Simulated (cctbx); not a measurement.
# Sr4IrS6 with cctbx, script by script

Library: cctbx 2025.11. The data are simulated by the first script.

## 1. Simulate the data

run.py:

```python
from cctbx import adptbx, crystal, miller, sgtbx, xray
from cctbx.array_family import flex
from iotbx.shelx import hklf
from scitbx import matrix
import scitbx.random

cs = crystal.symmetry(unit_cell=(11.367, 11.367, 13.925, 90, 90, 120), space_group_symbol='Hall: -R 3 2"c')  # R-3c
atoms = [  # label, site, U (iso, or U11 U22 U33 U12 U13 U23 in A^2), occupancy
    ("Ir1", (1/3, 2/3, 0.16667), (0.0168, 0.0168, 0.0130, 0.0084, 0.0000, 0.0000), 1),
    ("Sr1", (0.03307, 0.69973, 0.08333), (0.0197, 0.0197, 0.0163, 0.0090, -0.0009, 0.0009), 1),
    ("Sr2", (1/3, 2/3, 0.41667), (0.0302, 0.0302, 0.0170, 0.0151, 0.0000, 0.0000), 1),
    ("S1", (0.51713, 0.82337, 0.26077), (0.0197, 0.0255, 0.0423, 0.0113, -0.0011, 0.0094), 1),
]
xs = xray.structure(crystal_symmetry=cs)
for label, site, u, occ in atoms:
    u = adptbx.u_cif_as_u_star(cs.unit_cell(), u) if isinstance(u, tuple) else u
    xs.add_scatterer(xray.scatterer(label, site=site, u=u, occupancy=occ))
xs.set_inelastic_form_factors(0.71073, "sasaki")
xs.show_summary()
p1 = xs.expand_to_p1()
ms = miller.build_set(p1, anomalous_flag=True, d_min=0.84)
flex.set_random_seed(461948)
scitbx.random.set_random_seed(461948)
ms = ms.select(flex.random_double(ms.size()) < 0.8)
i = ms.structure_factors_from_scatterers(p1, algorithm="direct").f_calc().as_intensity_array().data()
i = i * 70000 / flex.max(i)
sig = flex.sqrt(i + flex.pow2(0.015 * i) + 15 ** 2)
noise = scitbx.random.variate(scitbx.random.normal_distribution())(i.size())
data = ms.array(data=i + sig * noise, sigmas=sig).set_observation_type_xray_intensity()
with open("data.hkl", "w") as f:
    data.export_as_shelx_hklf(f)
print("reflections written:", data.size(), " <I/sigma> = %.1f" % flex.mean(data.data() / data.sigmas()))
for h, a, b in list(data.sort("data"))[:12]:
    print("%4d%4d%4d %9.1f %7.1f" % (h + (a, b)))
```

```console
$ python run.py
```

```text
Number of scatterers: 4
At special positions: 3
Unit cell: (11.367, 11.367, 13.925, 90, 90, 120)
Space group: R -3 c :H (No. 167)
reflections written: 8840  <I/sigma> = 10.4
   0   3   0   69947.5  1082.9
  -3   3   0   69938.8  1082.9
   3   0   0   69388.6  1082.9
   6   0   0   63682.6   963.1
  -6   6   0   62701.4   963.1
   0  -6   0   62652.8   963.1
  -6   0   0   62368.0   963.1
   0   6   0   61885.2   963.1
   0   0  12   46763.9   744.8
   0   0 -12   45792.6   744.8
  -3   5   4   44864.2   681.5
  -5   3   4   43964.7   681.5
```

Run time: 0.3 s on 1 thread of AMD EPYC 7B13 (Zen 3), with other jobs on the host, peak memory 0.07 GiB.

## 2. Refinement (right model, isotropic)

run.py:

```python
import math
from cctbx import adptbx, crystal, maptbx, sgtbx, xray
from cctbx.array_family import flex
from cctbx.xray import observations
from iotbx.shelx import hklf
from scitbx.lstbx import normal_eqns_solving
from smtbx import absolute_structure, utils
from smtbx.refinement import constraints, least_squares

cs = crystal.symmetry(unit_cell=(11.367, 11.367, 13.925, 90, 90, 120), space_group_symbol='Hall: -R 3 2"c')  # R-3c
atoms = [  # label, site, U (iso, or U11 U22 U33 U12 U13 U23 in A^2), occupancy
    ("Ir1", (1/3, 2/3, 0.16667), 0.0200, 1),
    ("Sr1", (0.0281, 0.6947, 0.08333), 0.0200, 1),
    ("Sr2", (1/3, 2/3, 0.41667), 0.0200, 1),
    ("S1", (0.521, 0.8188, 0.2546), 0.0200, 1),
]
xs = xray.structure(crystal_symmetry=cs)
for label, site, u, occ in atoms:
    u = adptbx.u_cif_as_u_star(cs.unit_cell(), u) if isinstance(u, tuple) else u
    xs.add_scatterer(xray.scatterer(label, site=site, u=u, occupancy=occ))
xs.set_inelastic_form_factors(0.71073, "sasaki")
raw = hklf.reader(file_name="data.hkl").as_miller_arrays(crystal_symmetry=cs, anomalous=True)[0]
merged = raw.eliminate_sys_absent().merge_equivalents()
fo2 = merged.array().set_observation_type_xray_intensity()
print("Rint %.3f, %d unique reflections to %.2f A" % (merged.r_int(), fo2.size(), fo2.d_min()))
for sc in xs.scatterers():
    sc.flags.set_grad_site(True)
    sc.flags.set_grad_u_aniso(sc.flags.use_u_aniso())
    sc.flags.set_grad_u_iso(sc.flags.use_u_iso())
obs = fo2.as_xray_observations()
extra = {}
rep = constraints.reparametrisation(xs, [], utils.connectivity_table(xs), **extra)
ls = least_squares.crystallographic_ls(obs, rep, weighting_scheme=least_squares.mainstream_shelx_weighting(a=0, b=0))
print("cycle     R1     wR2    GooF  max shift (A)")
for cycle in range(8):
    ls.build_up()
    r1, wr2, goof = ls.r1_factor(cutoff_factor=2)[0], ls.wR2(), ls.goof()
    old = xs.sites_cart()
    normal_eqns_solving.levenberg_marquardt_iterations(ls, n_max_iterations=3, tau=1e-06, step_threshold=1e-7)
    big = flex.max((xs.sites_cart() - old).norms())
    print("%4d %7.4f %7.4f %7.3f %9.5f" % (cycle + 1, r1, wr2, goof, big))
    ls.build_up(objective_only=True)
    if abs(ls.wR2() - wr2) < 5e-5 and big < 5e-4:
        break
ls.build_up()
print("final R1 %.4f wR2 %.4f GooF %.3f  parameters %d  data/parameter %.1f" % (ls.r1_factor(cutoff_factor=2)[0], ls.wR2(), ls.goof(), ls.n_parameters, fo2.size() / ls.n_parameters))
cov = ls.covariance_matrix_and_annotations()
su = dict(zip(cov.annotations, (math.sqrt(max(v, 0)) for v in cov.matrix.matrix_packed_u_diagonal())))
a2 = cs.unit_cell().reciprocal_parameters()[0] ** -2
print("atom        x        y        z      Ueq    occ   su(xyz)  su(Uiso or U11)")
for sc in xs.scatterers():
    s = max(su.get(sc.label + k, 0) for k in (".x", ".y", ".z"))
    npd = "" if sc.is_positive_definite_u(cs.unit_cell()) else "  NPD"
    print("%-5s %8.5f %8.5f %8.5f %8.4f %6.3f %8.5f %7.4f%s" % ((sc.label,) + sc.site + (sc.u_iso_or_equiv(cs.unit_cell()), sc.occupancy, s, su.get(sc.label + ".uiso", su.get(sc.label + ".u11", 0) * a2), npd)))
fo = fo2.f_sq_as_f()
fc = fo.structure_factors_from_scatterers(xs, algorithm="direct").f_calc()
diff = fo.f_obs_minus_f_calc(1 / math.sqrt(ls.scale_factor()), fc).average_bijvoet_mates()
m = diff.fft_map(symmetry_flags=maptbx.use_space_group_symmetry, resolution_factor=0.25).apply_volume_scaling()
print("difference map: max %.2f min %.2f rms %.2f" % (m.statistics().max(), m.statistics().min(), m.statistics().sigma()))
peaks = m.peak_search(parameters=maptbx.peak_search_parameters(min_distance_sym_equiv=0.6, max_clusters=6)).all()
near = xs.closest_distances(peaks.sites(), distance_cutoff=4)
sps = cs.special_position_settings(min_distance_sym_equiv=0.5)
for k, (x, h) in enumerate(zip(peaks.sites(), peaks.heights())):
    ss = sps.site_symmetry(x)
    print("Q%-3d %7.4f %7.4f %7.4f %4d %7.2f  %.2f A from %s" % ((k + 1,) + tuple(t % 1 for t in ss.exact_site()) + (ss.multiplicity(), h, near.smallest_distances[k], xs.scatterers()[near.i_seqs[k]].label)))
```

```console
$ python run.py
```

```text
Rint 0.015, 316 unique reflections to 0.84 A
cycle     R1     wR2    GooF  max shift (A)
   1  0.1397  0.3525  37.723   0.12089
   2  0.0339  0.0846   9.051   0.00064
   3  0.0339  0.0846   9.051   0.00000
final R1 0.0339 wR2 0.0846 GooF 9.051  parameters 8  data/parameter 39.5
atom        x        y        z      Ueq    occ   su(xyz)  su(Uiso or U11)
Ir1    0.33333  0.66667  0.16667   0.0156  1.000  0.00000  0.0003
Sr1    0.03305  0.69972  0.08333   0.0190  1.000  0.00012  0.0004
Sr2    0.33333  0.66667  0.41667   0.0258  1.000  0.00000  0.0006
S1     0.51725  0.82362  0.26086   0.0285  1.000  0.00030  0.0007
difference map: max 2.42 min -3.47 rms 0.31
Q1    0.9949  0.1809  0.1291   36    2.51  0.55 A from S1
Q2    0.0510  0.1819  0.4384   36    2.38  0.54 A from S1
Q3    0.0000  0.0454  0.2500   18    1.88  0.52 A from Sr2
Q4    0.0000  0.0000  0.5000    6    1.51  0.00 A from Ir1
Q5    0.0046  0.2827  0.5944   36    1.40  0.52 A from Sr1
Q6    0.0000  0.0000  0.1627   12    0.77  1.21 A from Sr2
```

Time: 0.43 s.

Figures of merit this high mean that the model is still wrong or incomplete.

## 3. Refinement (right model, anisotropic)

run.py, as its changes from the last script of this kind:

```diff
@@ -12,4 +12,4 @@
-    ("Ir1", (1/3, 2/3, 0.16667), 0.0200, 1),
-    ("Sr1", (0.0281, 0.6947, 0.08333), 0.0200, 1),
-    ("Sr2", (1/3, 2/3, 0.41667), 0.0200, 1),
-    ("S1", (0.521, 0.8188, 0.2546), 0.0200, 1),
+    ("Ir1", (1/3, 2/3, 0.16667), 0.0156, 1),
+    ("Sr1", (0.03305, 0.69972, 0.08333), 0.0190, 1),
+    ("Sr2", (1/3, 2/3, 0.41667), 0.0258, 1),
+    ("S1", (0.51725, 0.82362, 0.26086), 0.0285, 1),
@@ -21,0 +22 @@
+xs.convert_to_anisotropic()
```

```console
$ python run.py
```

```text
Rint 0.015, 316 unique reflections to 0.84 A
cycle     R1     wR2    GooF  max shift (A)
   1  0.0340  0.0846   9.202   0.00177
   2  0.0043  0.0089   0.971   0.00000
final R1 0.0043 wR2 0.0089 GooF 0.971  parameters 18  data/parameter 17.6
atom        x        y        z      Ueq    occ   su(xyz)  su(Uiso or U11)
Ir1    0.33333  0.66667  0.16667   0.0155  1.000  0.00000  0.0000
Sr1    0.03305  0.69971  0.08333   0.0190  1.000  0.00001  0.0001
Sr2    0.33333  0.66667  0.41667   0.0258  1.000  0.00000  0.0001
S1     0.51716  0.82345  0.26083   0.0291  1.000  0.00003  0.0001
difference map: max 0.16 min -0.15 rms 0.05
Q1    0.0263  0.1734  0.2810   36    0.17  1.74 A from S1
Q2    0.0837  0.1512  0.1979   36    0.16  1.66 A from Sr2
Q3    0.0363  0.4931  0.2052   36    0.16  1.43 A from Sr1
Q4    0.0282  0.5119  0.1192   36    0.16  1.53 A from S1
Q5    0.0344  0.1207  0.5579   36    0.15  1.47 A from Ir1
Q6    0.0258  0.4879  0.5410   36    0.14  1.65 A from S1
```

Time: 0.38 s.

## 4. Refinement

run.py, as its changes from the last script of this kind:

```diff
@@ -12 +12 @@
-    ("Ir1", (1/3, 2/3, 0.16667), 0.0156, 1),
+    ("Tm1", (1/3, 2/3, 0.16667), 0.0156, 1),
@@ -36 +36 @@
-for cycle in range(8):
+for cycle in range(12):
```

```console
$ python run.py
```

```text
Rint 0.015, 316 unique reflections to 0.84 A
cycle     R1     wR2    GooF  max shift (A)
   1  0.0667  0.1677  18.250   0.00192
   2  0.0205  0.0597   6.498   0.00000
final R1 0.0205 wR2 0.0597 GooF 6.498  parameters 18  data/parameter 17.6
atom        x        y        z      Ueq    occ   su(xyz)  su(Uiso or U11)
Tm1    0.33333  0.66667  0.16667   0.0118  1.000  0.00000  0.0003
Sr1    0.03304  0.69971  0.08333   0.0221  1.000  0.00008  0.0004
Sr2    0.33333  0.66667  0.41667   0.0290  1.000  0.00000  0.0006
S1     0.51723  0.82357  0.26073   0.0320  1.000  0.00021  0.0010
difference map: max 2.12 min -0.95 rms 0.21
Q1    0.0000  0.0000  0.0000    6    2.13  0.00 A from Tm1
Q2    0.0068  0.1171  0.5626   36    0.30  1.56 A from Tm1
Q3    0.0199  0.1451  0.9725   36    0.28  1.59 A from Tm1
Q4    0.0000  0.0000  0.1118   12    0.27  1.56 A from Tm1
Q5    0.0073  0.4699  0.2145   36    0.26  1.24 A from Sr1
Q6    0.0229  0.1845  0.2771   36    0.25  1.80 A from S1
```

Time: 0.37 s.

This run holds a fault made on purpose: wrong element: Tm1 is Ir.

## 5. Refinement

run.py, as its changes from the last script of this kind:

```diff
@@ -12,4 +12,4 @@
-    ("Tm1", (1/3, 2/3, 0.16667), 0.0156, 1),
-    ("Sr1", (0.03305, 0.69972, 0.08333), 0.0190, 1),
-    ("Sr2", (1/3, 2/3, 0.41667), 0.0258, 1),
-    ("S1", (0.51725, 0.82362, 0.26086), 0.0285, 1),
+    ("Ir1", (1/3, 2/3, 0.16667), 0.0200, 1),
+    ("Sr1", (0.0055, 0.6721, 0.08333), 0.0200, 1),
+    ("Sr2", (1/3, 2/3, 0.41667), 0.0200, 1),
+    ("S1", (0.5548, 0.8938, 0.2461), 0.0200, 1),
@@ -22 +21,0 @@
-xs.convert_to_anisotropic()
@@ -36 +35 @@
-for cycle in range(12):
+for cycle in range(10):
@@ -40 +39 @@
-    normal_eqns_solving.levenberg_marquardt_iterations(ls, n_max_iterations=3, tau=1e-06, step_threshold=1e-7)
+    normal_eqns_solving.levenberg_marquardt_iterations(ls, n_max_iterations=3, tau=0.0001, step_threshold=1e-7)
```

```console
$ python run.py
```

```text
Rint 0.015, 316 unique reflections to 0.84 A
cycle     R1     wR2    GooF  max shift (A)
   1  0.6007  0.8760  93.757   1.07383
   2  0.2122  0.4604  49.269   0.34612
   3  0.0386  0.0995  10.651   0.02323
   4  0.0339  0.0846   9.051   0.00001
final R1 0.0339 wR2 0.0846 GooF 9.051  parameters 8  data/parameter 39.5
atom        x        y        z      Ueq    occ   su(xyz)  su(Uiso or U11)
Ir1    0.33333  0.66667  0.16667   0.0156  1.000  0.00000  0.0003
Sr1    0.03305  0.69972  0.08333   0.0190  1.000  0.00012  0.0004
Sr2    0.33333  0.66667  0.41667   0.0258  1.000  0.00000  0.0006
S1     0.51725  0.82362  0.26086   0.0285  1.000  0.00030  0.0007
difference map: max 2.42 min -3.47 rms 0.31
Q1    0.9949  0.1809  0.1291   36    2.51  0.55 A from S1
Q2    0.0510  0.1819  0.4384   36    2.38  0.54 A from S1
Q3    0.0000  0.0454  0.2500   18    1.88  0.52 A from Sr2
Q4    0.0000  0.0000  0.5000    6    1.51  0.00 A from Ir1
Q5    0.0046  0.2827  0.5944   36    1.40  0.52 A from Sr1
Q6    0.0000  0.0000  0.1627   12    0.77  1.21 A from Sr2
```

Time: 0.47 s.

This run holds a fault made on purpose: start far from the minimum.

## 6. Refinement

run.py, as its changes from the last script of this kind:

```diff
@@ -12,4 +12,4 @@
-    ("Ir1", (1/3, 2/3, 0.16667), 0.0200, 1),
-    ("Sr1", (0.0055, 0.6721, 0.08333), 0.0200, 1),
-    ("Sr2", (1/3, 2/3, 0.41667), 0.0200, 1),
-    ("S1", (0.5548, 0.8938, 0.2461), 0.0200, 1),
+    ("Ir1", (1/3, 2/3, 0.16667), 0.0156, 1),
+    ("Sr1", (0.03305, 0.69972, 0.08333), 0.0190, 1),
+    ("Sr2", (1/3, 2/3, 0.41667), 0.0258, 1),
+    ("S1", (0.51725, 0.82362, 0.26086), 0.0285, 1),
@@ -21,0 +22 @@
+xs.convert_to_anisotropic()
@@ -23 +24 @@
-merged = raw.eliminate_sys_absent().merge_equivalents()
+merged = raw.eliminate_sys_absent().resolution_filter(d_min=2).merge_equivalents()
@@ -35 +36 @@
-for cycle in range(10):
+for cycle in range(12):
@@ -39 +40 @@
-    normal_eqns_solving.levenberg_marquardt_iterations(ls, n_max_iterations=3, tau=0.0001, step_threshold=1e-7)
+    normal_eqns_solving.levenberg_marquardt_iterations(ls, n_max_iterations=3, tau=1e-06, step_threshold=1e-7)
```

```console
$ python run.py
```

```text
Rint 0.013, 23 unique reflections to 2.01 A
cycle     R1     wR2    GooF  max shift (A)
   1  0.0105  0.0279   7.540   0.00483
   2  0.0014  0.0031   0.844   0.00000
final R1 0.0014 wR2 0.0031 GooF 0.844  parameters 18  data/parameter 1.3
atom        x        y        z      Ueq    occ   su(xyz)  su(Uiso or U11)
Ir1    0.33333  0.66667  0.16667   0.0153  1.000  0.00000  0.0014
Sr1    0.03303  0.69970  0.08333   0.0196  1.000  0.00011  0.0017
Sr2    0.33333  0.66667  0.41667   0.0260  1.000  0.00000  0.0016
S1     0.51705  0.82316  0.26075   0.0294  1.000  0.00020  0.0024
difference map: max 0.01 min -0.02 rms 0.01
Q1    0.0069  0.1727  0.5894   36    0.01  1.70 A from Sr1
Q2    0.0000  0.2121  0.2500   18    0.01  1.75 A from Sr1
Q3    0.0833  0.2083  0.6333   36    0.01  1.62 A from S1
Q4    0.0250  0.3934  0.1296   36    0.01  1.59 A from S1
Q5    0.0323  0.4585  0.3545   36    0.01  1.72 A from Sr1
Q6    0.9877  0.3333  0.0833   18    0.01  1.94 A from S1
```

Run time: 0.36 s on 1 thread of AMD EPYC 7B13 (Zen 3), on a shared host, peak memory 0.09 GiB.

This run holds a fault made on purpose: data cut at low resolution.

[Logs are printed without paths, hosts, clocks, repeated set-up lines and the standing remarks that a program may print on its own settings, such as how far it seeks lower states.]
